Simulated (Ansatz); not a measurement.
# (SiC)1(MgO)3 [0001] superlattice, started as wurtzite: a soft mode frozen in, part 2 of 3

Aim: this structure of (SiC)1(MgO)3 [0001] superlattice, started as wurtzite is to be tested for unstable modes, and one is followed downhill.

Ansatz 0.2.0; DFT PBEsol, scalar-relativistic, plane waves, PAW.

So far. Step 4 (The mode frozen in, largest atomic shift 0.32 Å): The run ends at a pressure of 2.08 GPa, with forces up to 0.98 eV/Å. Step 5 (Energy along the mode, all amplitudes (two of the runs …): The lowest of the steps tried is at 0.32 Å, 23.8 meV/atom below the parent; the bottom of the well need not coincide with a step.

The structure was built from a prototype and need not be the compound's stable phase.

### Step 6. Relaxation from the frozen mode

Starting from the lowest point found, all atoms and the cell are let go, so that strain and other modes of the same symmetry can join in.

Contents of input.yaml:

```yaml
crystal:
  lattice:
    - [3.3151963347, 0.0, 0.0]
    - [-1.6575981673, 2.8710442444, 0.0]
    - [0.0, 0.0, 10.3376472504]
  atoms:
    - { symbol: C, position: [0.3428721204, 0.6669654155, 0.1757132718] }
    - { symbol: Mg, position: [0.6713557117, 0.3334801913, 0.2549953568] }
    - { symbol: Mg, position: [0.3329185283, 0.6666536752, 0.495321953] }
    - { symbol: Mg, position: [0.6621876429, 0.3331930531, 0.7348127706] }
    - { symbol: O, position: [0.6666408386, 0.3333325244, 0.4508227608] }
    - { symbol: O, position: [0.329756991, 0.6665546579, 0.6900257389] }
    - { symbol: O, position: [0.5686430679, 0.3302632952, 0.9369077861] }
    - { symbol: Si, position: [0.3873236334, 0.6683576093, 0.0114003619] }
kpoints:
  mp_grid: { grid: [12, 12, 4] }
hamiltonian:
  xc: pbesol
scf:
  occupations: { method: methfessel_paxton, width: 0.2 }
output:
  forces: true
  stress: true
  eigenvalues: true
relax:
  adjacent_minimum: "off"
  f_tol: 0.002
  max_steps: 120
  cell: { stress_tol: 0.03 }
```

Launch:

```sh
> ansatz run input.yaml --threads 4 --pin off --max-ram 14336MiB --backend cpu --events-out ev --progress --plain --runs-dir out
```

Numbers of over 12 decimals in the logs are rounded to 6 here.

What it wrote:

```text
[...]
Crystal: 8 atoms, lattice volume = 98.395 Å³
Basis set: ecut = 420 eV, 1967 PW (Γ), exchange–correlation on 48×48×144 points (8 copies of the dense FFT grid, shifted against one another)
Bands: 36, of which v1, the nominal top of the filled ones, is band 28 counted from 1 (27 counted from 0)
Symmetry: 1 space group operations
[...]
k-points: 292 of 576 (time reversal used)
[...]
SCF iter   1: F=—  HF=-8290.618377 eV  |F-HF|=—  |Δ(HF+E_count)|=         —  Δρ=1.45e-2  dr2=3.67e-1  ethr=1.77e-3  ⟨swp⟩=6.6  Hψ=46865  notcnv=0
[...]
SCF iter  13: F=-8290.537214 eV  HF=-8290.537214 eV  |F-HF|=4.71e-10  |Δ(HF+E_count)|=   1.37e-8  S|Δr|=    0.00e0  Δρ=2.85e-6  dr2=1.21e-8  ethr=1.79e-10  ⟨swp⟩=10.5  Hψ=43469  notcnv=0
SCF 1 converged in 13 iterations: F = -8290.537214 eV  dr2 = 1.21e-8
[...]
relax step   1: F+E_penalty+E_count = -8290.53721356 eV  Δ(F+E_penalty+E_count) = +0.000e0 eV  max|allowed force component| = 9.592e-1 eV/Å  Δτ_max = 0.0000 Å  P = +2.079 GPa  Ω = 98.395 Å³  (13 SCF iters, dr2 threshold 1.00e-7 eV, accepted)
Crystal: 8 atoms, lattice volume = 99.984 Å³
Basis set: ecut = 420 eV, 1983 PW (Γ), exchange–correlation on 48×48×144 points (8 copies of the dense FFT grid, shifted against one another)
[...]
iter 1 solved again at ethr=1.15e-4 eV; its pass at ethr=3.10e-3 eV (dr2=6.45e-2 eV) is discarded
[...]
SCF iter   8: F=-8290.663862 eV  HF=-8290.663862 eV  |F-HF|=3.46e-9  |Δ(HF+E_count)|=   1.41e-7  S|Δr|=    0.00e0  Δρ=6.06e-6  dr2=2.06e-8  ethr=1.43e-9  ⟨swp⟩=5.0  Hψ=36830  notcnv=0
SCF 2 converged in 8 iterations: F = -8290.663862 eV  dr2 = 2.06e-8
relax step   2: F+E_penalty+E_count = -8290.66386245 eV  Δ(F+E_penalty+E_count) = -1.266e-1 eV  max|allowed force component| = 4.711e-1 eV/Å  Δτ_max = 0.0760 Å  P = +0.296 GPa  Ω = 99.984 Å³  energy of the carried Pulay correction = -4.177e-3 eV  (8 SCF iters, dr2 threshold 8.00e-7 eV, accepted)
Crystal: 8 atoms, lattice volume = 101.655 Å³
Basis set: ecut = 420 eV, 2007 PW (Γ), exchange–correlation on 48×48×144 points (8 copies of the dense FFT grid, shifted against one another)
[...]
SCF iter   7: F=-8290.761090 eV  HF=-8290.761090 eV  |F-HF|=5.58e-7  |Δ(HF+E_count)|=   3.20e-7  S|Δr|=    0.00e0  Δρ=1.95e-5  dr2=6.59e-7  ethr=1.43e-9  ⟨swp⟩=7.6  Hψ=45876  notcnv=0
SCF 3 converged in 7 iterations: F = -8290.761090 eV  dr2 = 6.59e-7
relax step   3: F+E_penalty+E_count = -8290.76108982 eV  Δ(F+E_penalty+E_count) = -9.723e-2 eV  max|allowed force component| = 4.502e-1 eV/Å  Δτ_max = 0.1231 Å  P = -1.340 GPa  Ω = 101.655 Å³  energy of the carried Pulay correction = -8.495e-3 eV  (7 SCF iters, dr2 threshold 8.00e-7 eV, accepted)
[... from here on, the SCF cycles and remarks between the steps are left out ...]
relax step   4: F+E_penalty+E_count = -8290.83393480 eV  Δ(F+E_penalty+E_count) = -7.284e-2 eV  max|allowed force component| = 4.137e-1 eV/Å  Δτ_max = 0.2000 Å  P = -0.242 GPa  Ω = 99.999 Å³  energy of the carried Pulay correction = -4.214e-3 eV  (12 SCF iters, dr2 threshold 8.00e-7 eV, accepted)
relax step   5: F+E_penalty+E_count = -8290.87288486 eV  Δ(F+E_penalty+E_count) = -3.895e-2 eV  max|allowed force component| = 1.611e-1 eV/Å  Δτ_max = 0.1097 Å  P = +0.079 GPa  Ω = 99.310 Å³  energy of the carried Pulay correction = -2.413e-3 eV  (11 SCF iters, dr2 threshold 8.00e-7 eV, accepted)
relax step   6: F+E_penalty+E_count = -8290.87902939 eV  Δ(F+E_penalty+E_count) = -6.145e-3 eV  max|allowed force component| = 2.735e-1 eV/Å  Δτ_max = 0.0743 Å  P = +0.191 GPa  Ω = 99.290 Å³  energy of the carried Pulay correction = -2.361e-3 eV  (9 SCF iters, dr2 threshold 8.00e-7 eV, accepted)
relax step   7: F+E_penalty+E_count = -8290.88079127 eV  Δ(F+E_penalty+E_count) = -1.762e-3 eV  max|allowed force component| = 6.182e-2 eV/Å  Δτ_max = 0.0153 Å  P = -0.043 GPa  Ω = 99.412 Å³  energy of the carried Pulay correction = -2.680e-3 eV  (8 SCF iters, dr2 threshold 8.00e-7 eV, accepted)
relax step   8: F+E_penalty+E_count = -8290.88099995 eV  Δ(F+E_penalty+E_count) = -2.087e-4 eV  max|allowed force component| = 1.135e-2 eV/Å  Δτ_max = 0.0092 Å  P = -0.045 GPa  Ω = 99.414 Å³  energy of the carried Pulay correction = -2.687e-3 eV  (7 SCF iters, dr2 threshold 2.39e-7 eV, accepted)
relax step   9: F+E_penalty+E_count = -8290.88114841 eV  Δ(F+E_penalty+E_count) = -1.485e-4 eV  max|allowed force component| = 2.601e-3 eV/Å  Δτ_max = 0.0019 Å  P = +0.003 GPa  Ω = 99.367 Å³  energy of the carried Pulay correction = -2.563e-3 eV  (7 SCF iters, dr2 threshold 2.02e-8 eV, accepted)
relax step  10: F+E_penalty+E_count = -8290.88113538 eV  Δ(F+E_penalty+E_count) = +1.303e-5 eV  max|allowed force component| = 1.335e-3 eV/Å  Δτ_max = 0.0003 Å  P = -0.005 GPa  Ω = 99.372 Å³  energy of the carried Pulay correction = -2.577e-3 eV  (9 SCF iters, dr2 threshold 4.23e-10 eV, accepted)
relax step  11: F+E_penalty+E_count = -8290.92667354 eV  Δ(F+E_penalty+E_count) = -4.554e-2 eV  max|allowed force component| = 3.158e-3 eV/Å  Δτ_max = 0.0000 Å  P = +0.537 GPa  Ω = 99.372 Å³  stress off target by 1.64e0 GPa  SCF on the basis re-selected at this cell (its energy is not comparable with the rows above)  (12 SCF iters)
relax step  12: F+E_penalty+E_count = -8290.93437768 eV  Δ(F+E_penalty+E_count) = -7.704e-3 eV  max|allowed force component| = 1.337e-1 eV/Å  Δτ_max = 0.0564 Å  P = -0.024 GPa  Ω = 99.684 Å³  energy of the carried Pulay correction = -8.507e-4 eV  (9 SCF iters, dr2 threshold 8.00e-7 eV, accepted)
relax step  13: F+E_penalty+E_count = -8290.93550981 eV  Δ(F+E_penalty+E_count) = -1.132e-3 eV  max|allowed force component| = 1.949e-2 eV/Å  Δτ_max = 0.0112 Å  P = +0.008 GPa  Ω = 99.698 Å³  energy of the carried Pulay correction = -8.797e-4 eV  (7 SCF iters, dr2 threshold 8.00e-7 eV, accepted)
relax step  14: F+E_penalty+E_count = -8290.93558300 eV  Δ(F+E_penalty+E_count) = -7.319e-5 eV  max|allowed force component| = 5.290e-3 eV/Å  Δτ_max = 0.0039 Å  P = +0.004 GPa  Ω = 99.695 Å³  energy of the carried Pulay correction = -8.692e-4 eV  (9 SCF iters, dr2 threshold 2.37e-8 eV, accepted)
relax step  15: F+E_penalty+E_count = -8290.93557134 eV  Δ(F+E_penalty+E_count) = +1.166e-5 eV  max|allowed force component| = 4.015e-3 eV/Å  Δτ_max = 0.0014 Å  P = -0.005 GPa  Ω = 99.701 Å³  energy of the carried Pulay correction = -8.826e-4 eV  (10 SCF iters, dr2 threshold 1.75e-9 eV, accepted)
relax step  16: F+E_penalty+E_count = -8290.93557986 eV  Δ(F+E_penalty+E_count) = -8.521e-6 eV  max|allowed force component| = 7.770e-4 eV/Å  Δτ_max = 0.0008 Å  P = -0.001 GPa  Ω = 99.698 Å³  energy of the carried Pulay correction = -8.767e-4 eV  (9 SCF iters, dr2 threshold 1.01e-9 eV, accepted)
relax step  17: F+E_penalty+E_count = -8290.93736752 eV  Δ(F+E_penalty+E_count) = -1.788e-3 eV  max|allowed force component| = 7.361e-4 eV/Å  Δτ_max = 0.0000 Å  P = +0.016 GPa  Ω = 99.698 Å³  stress off target by 1.28e-1 GPa  SCF on the basis re-selected at this cell (its energy is not comparable with the rows above)  (6 SCF iters)
relax step  18: F+E_penalty+E_count = -8290.93750022 eV  Δ(F+E_penalty+E_count) = -1.327e-4 eV  max|allowed force component| = 1.377e-3 eV/Å  Δτ_max = 0.0055 Å  P = +0.004 GPa  Ω = 99.689 Å³  energy of the carried Pulay correction = +2.884e-5 eV  (8 SCF iters, dr2 threshold 4.12e-8 eV, accepted)
[...]
SCF iter   1: F=—  HF=-8290.937473 eV  |F-HF|=—  |Δ(HF+E_count)|=         —  Δρ=2.64e-5  dr2=5.12e-8  ethr=2.59e-7  ⟨swp⟩=3.0  Hψ=72829  notcnv=0
eigensolver tolerance schedule: the retry pair's looser diagonalisation over-reported the residual by 2839.17 of it (diagonalisation noise at 0.31 of the residual, at the tolerance the schedule requests for it); recorded, not acted on — ethr = c·dr2/N_el stays at c = 1.0e-1
[...]
SCF iter   2: F=—  HF=-8290.937499 eV  |F-HF|=—  |Δ(HF+E_count)|=   2.56e-5  S|Δr|=    0.00e0  Δρ=1.35e-5  dr2=1.57e-8  ethr=9.13e-11  ⟨swp⟩=3.0  Hψ=24475  notcnv=0
[...]
SCF iter   8: F=-8290.937499 eV  HF=-8290.937499 eV  |F-HF|=1.82e-12  |Δ(HF+E_count)|=  1.82e-12  S|Δr|=    0.00e0  Δρ=8.34e-8  dr2=6.00e-12  ethr=1.00e-12  ⟨swp⟩=4.8  Hψ=46483  notcnv=0
SCF 19 converged in 8 iterations: F = -8290.937499 eV  dr2 = 6.00e-12
relax step  19: F+E_penalty+E_count = -8290.93749935 eV  Δ(F+E_penalty+E_count) = +8.752e-7 eV  max|allowed force component| = 1.376e-3 eV/Å  Δτ_max = 0.0000 Å  P = +0.004 GPa  Ω = 99.689 Å³  stress off target by 2.13e-2 GPa  SCF on the basis re-selected at this cell (its energy is not comparable with the rows above)  (8 SCF iters)
basis re-selected at this cell: Δ(F+E_penalty+E_count) = +8.752e-7 eV, ΔP = +0.000 GPa vs the last step (what re-selecting the basis moved, of the pressure what is left beyond the Pulay correction that the steps carried, after the strain that the cell walked since its last selection, with what the two solves' SCF thresholds leave and, on support functions, any second-order correction that the steps lacked; it is no m [...]
SCF converged after 8 iterations
[...]
Free energy (F): -8290.937499 eV
[...]
Internal energy: -8290.938122 eV  (E = F + TS)
E sigma→0 (E₀):  -8290.937655 eV
Entropy (-TS):   0.000623 eV (0.078 meV/atom)
Fermi energy:    7.648552 eV
[...]
--- Forces (eV/Å), atoms counted from 1 ---
  atom   1  C      0.00137635     0.00083652    -0.00031640
  atom   2  Mg    -0.00014444    -0.00011942     0.00048516
  atom   3  Mg     0.00007521     0.00007135     0.00028218
  atom   4  Mg    -0.00002033    -0.00003077    -0.00000618
  atom   5  O     -0.00033821    -0.00021659    -0.00044830
  atom   6  O     -0.00044801    -0.00024427    -0.00115294
  atom   7  O     -0.00001096     0.00004941     0.00063709
  atom   8  Si    -0.00049040    -0.00034668     0.00053281
  max |Σ_I F_I| component: 1.34e-5 eV/Å
--- Stress (GPa, compression-positive) ---
        0.009265       0.006683       0.011067
        0.006682       0.001492       0.006324
        0.011067       0.006325       0.001393
  P = ⅓ Tr σ = 0.0040 GPa (0.040 kbar)
--- Band table (eV; the first three rows and the last of 292) ---
  k-point 0: bands = [... 24 lower, 4.4776, 4.6460, 6.1630, 6.9551, 8.2366, 9.3201, 10.8795, 11.7923, ... 4 higher]
  k-point 1: bands = [... 24 lower, 4.3329, 4.4774, 6.3582, 6.9661, 8.2364, 9.1544, 11.0472, 11.7638, ... 4 higher]
  k-point 2: bands = [... 24 lower, 4.2911, 4.4776, 6.5230, 6.9852, 8.2364, 8.9968, 11.2174, 11.7195, ... 4 higher]
  k-point 291: bands = [... 24 lower, 3.7714, 4.1722, 4.6184, 6.0959, 8.7302, 10.4215, 11.4928, 11.8828, ... 4 higher]
--- Relaxed structure (16 steps of the walk, 16 accepted, 3 SCFs on fresh bases) ---
  F+E_penalty+E_count = -8290.93749935 eV   max|allowed force component| = 1.376e-3 eV/Å   (the final SCF, on the basis selected at the relaxed cell)
  cell:  # Å, volume = 99.6886 Å³
    - [3.489336, 0.207057, 0.218827]
    - [-1.565352, 2.711233, 2.186284693200813e-6]
    - [0.682358, 0.393968, 10.243568]
  atoms:
    - { symbol: C, position: [0.451233, 0.727860, 0.184306] }
    - { symbol: Mg, position: [0.793502, 0.399000, 0.256563] }
    - { symbol: Mg, position: [0.310609, 0.657546, 0.491372] }
    - { symbol: Mg, position: [0.559952, 0.282219, 0.724458] }
    - { symbol: O, position: [0.698482, 0.351487, 0.454891] }
    - { symbol: O, position: [0.210761, 0.607620, 0.688032] }
    - { symbol: O, position: [0.472117, 0.238301, 0.931863] }
    - { symbol: Si, position: [0.465044, 0.734769, 0.018515] }
```

It took 4.8 min on 4 threads of Intel Xeon Platinum 8488C (Sapphire Rapids), shared host; peak memory 1.1 GiB.

The steps of the relaxation:

```
step  energy less that of the first step (eV)  largest force component (eV/Å)  pressure (GPa)  volume (Å³)
   1                                   0.0000                          0.9592            2.08        98.39
   2                                  -0.1266                          0.4711            0.30        99.98
   3                                  -0.2239                          0.4502           -1.34       101.66
   4                                  -0.2967                          0.4137           -0.24       100.00
   5                                  -0.3357                          0.1611            0.08        99.31
   6                                  -0.3418                          0.2735            0.19        99.29
   7                                  -0.3436                          0.0618           -0.04        99.41
   8                                  -0.3438                          0.0114           -0.05        99.41
   9                                  -0.3439                          0.0026            0.00        99.37
  10                                  -0.3439                          0.0013            0.00        99.37
 11*                                  -0.3895                          0.0032            0.54        99.37
  12                                  -0.3972                          0.1337           -0.02        99.68
  13                                  -0.3983                          0.0195            0.01        99.70
  14                                  -0.3984                          0.0053            0.00        99.70
  15                                  -0.3984                          0.0040           -0.01        99.70
  16                                  -0.3984                          0.0008            0.00        99.70
 17*                                  -0.4002                          0.0007            0.02        99.70
  18                                  -0.4003                          0.0014            0.00        99.69
 19*                                  -0.4003                          0.0014            0.00        99.69
```

Relaxation steps marked * repeat the geometry before them on a plane-wave basis chosen anew for their cell, so energy and pressure can jump there.

```
     cell as run  before   after  change
           a (Å)   3.315   3.502  +5.6 %
           b (Å)   3.315   3.131  -5.6 %
           c (Å)  10.338  10.274  -0.6 %
           β (°)   90.00   82.49  -8.3 %
           γ (°)  120.00  116.55  -2.9 %
volume (Å³/atom)   12.30   12.46  +1.3 %
```

The atoms that moved most (Å, as changes of fractional coordinates times the final cell):

```
atom      dx      dy      dz  length
 Mg2   0.325   0.204   0.043   0.386
  O6  -0.324  -0.185  -0.046   0.376
  C1   0.289   0.191   0.112   0.364
 Mg4  -0.284  -0.163  -0.128   0.352
  O7  -0.196  -0.271  -0.073   0.343
 Si8   0.172   0.199   0.090   0.278
  O5   0.085   0.057   0.049   0.114
 Mg3  -0.066  -0.031  -0.045   0.086
```

Numbers from this step:

```yaml
pressure: 0.004050 GPa
volume_per_atom: 12.46 Å³
```

The distorted start has space group P1; the relaxation ends in Cm.

### Step 7. The new phase in its own primitive cell

The relaxed structure is symmetrised, reduced to its primitive cell and relaxed tightly, as its phonons need.

Contents of input.yaml:

```yaml
crystal:
  lattice:
    - [3.1330248874, -1.5653360501, 0.0]
    - [3.1330248874, 1.5653360501, 0.0]
    - [-1.5014663637, 0.0, 10.163518339]
  atoms:
    - { symbol: C, position: [0.2721397764, 0.2721397764, 0.184306275] }
    - { symbol: Mg, position: [0.6010052404, 0.6010052404, 0.256563011] }
    - { symbol: Mg, position: [0.3424514058, 0.3424514058, 0.4913723816] }
    - { symbol: Mg, position: [0.717780218, 0.717780218, 0.7244578776] }
    - { symbol: O, position: [0.6485152048, 0.6485152048, 0.4548905667] }
    - { symbol: O, position: [0.3923754188, 0.3923754188, 0.6880316999] }
    - { symbol: O, position: [0.7616977262, 0.7616977262, 0.9318633859] }
    - { symbol: Si, position: [0.2652340575, 0.2652340575, 0.0185148022] }
kpoints:
  mp_grid: { grid: [12, 12, 4] }
hamiltonian:
  xc: pbesol
scf:
  occupations: { method: methfessel_paxton, width: 0.2 }
output:
  forces: true
  stress: true
  eigenvalues: true
relax:
  adjacent_minimum: "off"
  f_tol: 0.001
  max_steps: 60
  cell: { stress_tol: 0.01 }
```

What it wrote:

```text
[...]
Crystal: 8 atoms, lattice volume = 99.689 Å³
Basis set: ecut = 420 eV, 1927 PW (Γ), exchange–correlation on 48×48×144 points (8 copies of the dense FFT grid, shifted against one another)
Bands: 36, of which v1, the nominal top of the filled ones, is band 28 counted from 1 (27 counted from 0)
Symmetry: 2 space group operations
[...]
k-points: 164 of 576 (time reversal used)
[...]
atoms:
    - { symbol: C, position: [0.271699, 0.271699, 0.184267] }
    - { symbol: Mg, position: [0.600698, 0.600698, 0.256562] }
    - { symbol: Mg, position: [0.342467, 0.342467, 0.491379] }
    - { symbol: Mg, position: [0.718095, 0.718095, 0.724491] }
    - { symbol: O, position: [0.648466, 0.648466, 0.454868] }
    - { symbol: O, position: [0.392642, 0.392642, 0.688020] }
    - { symbol: O, position: [0.761915, 0.761915, 0.931887] }
    - { symbol: Si, position: [0.265216, 0.265216, 0.018526] }
[key lines of the parts left out:]
SCF converged after 11 iterations
Free energy (F): -8290.937502 eV
Fermi energy:    7.649628 eV
P = ⅓ Tr σ = 0.0008 GPa (0.008 kbar)
```

It took 82 s on 4 threads; peak memory 0.78 GiB; 5.3 min of CPU time.

Little changed from the start: no atom moved by 0.005 Å and no cell edge by 0.1 %.

This step gave:

| Property | Result |
| --- | --- |
| pressure | 8.35e-4 GPa |

The largest force component left is 0.64 meV/Å and the pressure is 0.001 GPa, within the tolerances set. The cell now holds 12.46 Å³/atom.

[end of part 2 of 3]

[Logs are printed without paths, hosts, clocks, repeated set-up lines and the standing remarks that a program may print on its own settings, such as how far it seeks lower states.]

[Hosts, paths, dates, database ids (printed as entryN), source tags and the programs' standing remarks are cut or masked in the printed files.]
